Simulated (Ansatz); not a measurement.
# Random start for glassy GePd4 (110 atoms), the frame at 1395 fs of a trajectory, stage 'quench from 1650 to 300 K' (instantaneous temperature 952 K)

The starting structure: 110 atoms (22 Ge, 88 Pd) packed at random in a cube at 10.3 g/cm³ and pushed apart as soft spheres; a start for melting by ab initio MD, not an equilibrated structure. The starting density is a measured one.

Calculated values (Ansatz 0.2.0, Kohn-Sham DFT, PBE, PAW (set soft_2), plane waves; cutoff 420 eV, Γ point, fermi-dirac smearing of 0.142 eV; density 10.3 g/cm³) for the frame at 1395 fs of a trajectory, stage 'quench from 1650 to 300 K' (instantaneous temperature 952 K).

Cell vectors (Å):

```
12.091 0.000 0.000
0.000 12.091 0.000
0.000 0.000 12.091
```

Positions (Å):

```
1 Ge 8.273 7.875 6.426
2 Ge 9.521 4.010 10.031
3 Ge 7.291 5.170 3.560
4 Ge 1.222 7.670 5.087
5 Ge 2.550 10.064 1.745
6 Ge 6.112 6.113 10.841
7 Ge 6.303 8.734 0.367
8 Ge 7.993 0.669 1.040
9 Ge 6.371 1.781 7.196
10 Ge 4.329 3.547 2.232
11 Ge 3.080 11.378 10.922
12 Ge 10.928 1.228 4.147
13 Ge 9.372 0.694 8.285
14 Ge 8.953 10.468 10.005
15 Ge 8.966 10.273 3.080
16 Ge 1.922 2.262 3.308
17 Ge 2.432 7.833 9.665
18 Ge 6.156 2.765 12.007
19 Ge 3.286 3.213 9.095
20 Ge 4.752 6.797 6.765
21 Ge 5.196 1.496 3.556
22 Ge 5.012 9.738 4.765
23 Pd 10.685 9.335 11.213
24 Pd 11.792 3.320 5.644
25 Pd 6.183 7.407 4.662
26 Pd 5.923 6.392 1.846
27 Pd 10.745 8.267 1.834
28 Pd 8.549 0.750 5.979
29 Pd 9.267 5.736 8.028
30 Pd 3.505 6.858 4.584
31 Pd 10.330 11.144 4.814
32 Pd 10.142 12.082 11.604
33 Pd 1.491 5.313 9.106
34 Pd 1.052 8.385 11.919
35 Pd 6.796 7.010 8.030
36 Pd 4.386 8.516 2.631
37 Pd 0.655 11.302 11.146
38 Pd 11.389 11.170 8.751
39 Pd 9.503 5.031 2.514
40 Pd 11.212 3.707 8.440
41 Pd 9.155 8.399 8.740
42 Pd 9.085 2.963 7.223
43 Pd 0.045 8.701 9.100
44 Pd 6.186 11.936 5.829
45 Pd 1.479 7.807 2.453
46 Pd 1.994 3.310 1.009
47 Pd 6.510 11.857 11.348
48 Pd 11.687 9.046 3.935
49 Pd 7.645 0.541 3.587
50 Pd 7.711 4.716 0.204
51 Pd 2.868 4.846 6.596
52 Pd 0.326 5.620 1.857
53 Pd 7.395 11.760 8.566
54 Pd 1.843 5.741 11.728
55 Pd 6.785 2.777 4.891
56 Pd 1.726 4.524 4.101
57 Pd 10.664 6.310 0.099
58 Pd 6.464 9.529 7.267
59 Pd 0.035 10.358 1.345
60 Pd 11.729 3.013 2.644
61 Pd 4.709 4.240 4.629
62 Pd 8.231 1.760 10.772
63 Pd 6.867 3.005 2.415
64 Pd 8.848 7.376 3.934
65 Pd 3.630 9.640 6.631
66 Pd 6.927 8.979 10.236
67 Pd 11.063 6.397 9.488
68 Pd 4.082 0.899 7.570
69 Pd 2.065 7.638 7.237
70 Pd 3.318 1.938 5.119
71 Pd 11.635 0.851 6.238
72 Pd 7.107 4.378 9.193
73 Pd 4.305 11.494 3.370
74 Pd 5.212 0.595 1.178
75 Pd 0.313 5.792 6.620
76 Pd 4.237 5.607 9.050
77 Pd 4.259 4.486 11.696
78 Pd 8.627 10.011 0.802
79 Pd 9.850 5.154 5.388
80 Pd 8.371 7.436 1.100
81 Pd 6.475 10.305 2.289
82 Pd 3.622 1.649 11.549
83 Pd 1.517 2.983 10.530
84 Pd 5.637 1.899 9.472
85 Pd 1.822 0.736 9.129
86 Pd 4.574 8.404 8.698
87 Pd 5.128 3.952 7.278
88 Pd 4.487 10.204 0.388
89 Pd 0.364 10.125 6.515
90 Pd 10.556 0.200 2.005
91 Pd 7.153 5.258 5.995
92 Pd 4.294 7.584 11.694
93 Pd 2.243 12.048 6.370
94 Pd 1.692 2.574 7.218
95 Pd 9.588 2.595 0.915
96 Pd 3.321 5.684 1.942
97 Pd 9.355 2.768 4.082
98 Pd 11.518 1.535 9.707
99 Pd 11.555 6.302 4.092
100 Pd 2.236 0.292 1.401
101 Pd 1.036 0.082 3.803
102 Pd 4.878 11.114 9.222
103 Pd 9.310 10.579 7.300
104 Pd 11.509 4.153 11.537
105 Pd 7.678 9.721 4.908
106 Pd 2.218 10.323 8.936
107 Pd 8.527 6.375 10.451
108 Pd 2.252 10.030 4.281
109 Pd 12.059 1.608 0.391
110 Pd 10.809 7.954 6.258
```

**Question.** What force acts on each atom?

Columns: atom, fx, fy, fz (forces in eV/Å).

```
1 1.051 -0.140 -0.847
2 -0.972 -0.139 0.857
3 0.102 0.469 -0.043
4 -0.108 0.280 -0.893
5 -1.182 -1.135 0.578
6 -0.325 -0.198 -0.193
7 1.315 -0.902 1.543
8 0.298 -0.306 0.259
9 0.580 0.973 -0.045
10 -0.351 0.463 -0.703
11 0.020 0.781 -0.031
12 1.114 -0.276 -1.196
13 2.847 2.269 0.752
14 -0.133 0.342 0.513
15 0.855 -0.246 -0.835
16 -0.517 -0.101 -1.200
17 -0.890 -0.556 1.671
18 -0.280 -0.339 -0.679
19 1.370 0.014 -0.911
20 -0.730 -0.472 -0.589
21 0.496 0.452 0.777
22 1.120 -0.760 -0.030
23 -0.039 -0.644 0.312
24 -0.296 0.984 -0.612
25 -0.430 0.143 -0.142
26 0.290 -0.215 -0.184
27 -0.755 -0.935 -0.848
28 1.181 0.169 0.036
29 -1.049 -0.779 -2.873
30 -0.493 -0.217 0.252
31 -0.238 -1.306 0.032
32 -0.742 -0.562 -1.298
33 -0.235 0.335 -0.529
34 0.618 -0.310 -0.909
35 -0.403 -0.934 1.714
36 -0.475 -0.129 -0.202
37 0.356 0.165 -0.625
38 0.380 0.516 0.500
39 0.265 0.089 -0.596
40 1.772 1.083 -0.621
41 0.674 -0.580 0.024
42 -0.892 0.695 -0.159
43 0.658 -0.412 -0.507
44 -1.978 -1.131 -0.554
45 1.010 0.560 0.306
46 0.307 0.211 1.085
47 0.964 -1.210 -1.440
48 0.270 1.479 1.289
49 0.271 -0.879 -1.867
50 -0.132 -0.688 0.674
51 -0.793 1.000 -0.188
52 0.182 -1.324 -1.146
53 -2.379 0.070 0.844
54 -0.263 0.526 -0.427
55 0.666 -0.391 2.856
56 0.119 0.384 0.003
57 -0.815 1.749 -0.192
58 0.193 0.687 -0.151
59 0.844 0.226 1.204
60 0.171 0.655 0.248
61 -0.810 1.364 -1.102
62 0.005 1.053 -0.907
63 0.485 0.402 -2.591
64 0.436 0.075 -0.072
65 0.042 1.248 -0.162
66 -0.413 0.158 -0.768
67 1.948 -0.001 1.264
68 0.864 1.007 0.541
69 0.563 -0.259 1.160
70 0.881 0.517 0.295
71 0.945 -0.998 3.306
72 -0.096 -0.633 -0.050
73 -1.195 -0.606 0.101
74 0.249 1.177 1.473
75 -0.635 -0.939 0.293
76 0.127 0.826 1.028
77 0.575 -0.258 -0.109
78 0.336 0.781 -1.598
79 -1.579 -0.584 1.048
80 -0.668 -0.971 -0.042
81 0.216 0.225 0.945
82 0.104 0.461 -1.021
83 -0.583 0.381 0.318
84 0.138 0.442 1.378
85 0.475 0.266 0.036
86 -0.401 -0.179 1.481
87 1.208 -1.634 0.130
88 -0.478 0.903 -0.716
89 0.288 -0.212 -0.187
90 -0.983 -0.204 1.677
91 0.555 -0.208 0.439
92 -0.745 -0.996 -0.457
93 -2.092 -1.608 -0.689
94 -0.223 0.073 0.379
95 -0.490 0.403 0.242
96 -0.364 0.720 0.520
97 -1.648 1.605 -0.042
98 -1.272 -0.409 0.526
99 0.656 0.690 -0.675
100 0.160 0.559 -0.474
101 -1.034 0.531 0.069
102 -0.158 -0.486 0.376
103 0.259 -1.461 -1.684
104 0.075 -1.646 -0.323
105 -0.298 0.872 0.405
106 -0.067 -1.520 -0.974
107 0.031 1.230 0.709
108 0.189 -1.715 0.408
109 1.030 0.050 -0.777
110 -1.074 -0.042 0.811
```

Only the Γ point is sampled, in a cell whose shortest periodic width is 12 Å.

The r.m.s. force component is 0.869 eV/Å; the longest force, 3.72 eV/Å, acts on Ge13. The energy lies 79.1 meV/atom below that of the first step of this run.

[Logs are printed without paths, hosts, clocks, repeated set-up lines and the standing remarks that a program may print on its own settings, such as how far it seeks lower states.]

[Hosts, paths, dates, database ids (printed as entryN), source tags and the programs' standing remarks are cut or masked in the printed files.]
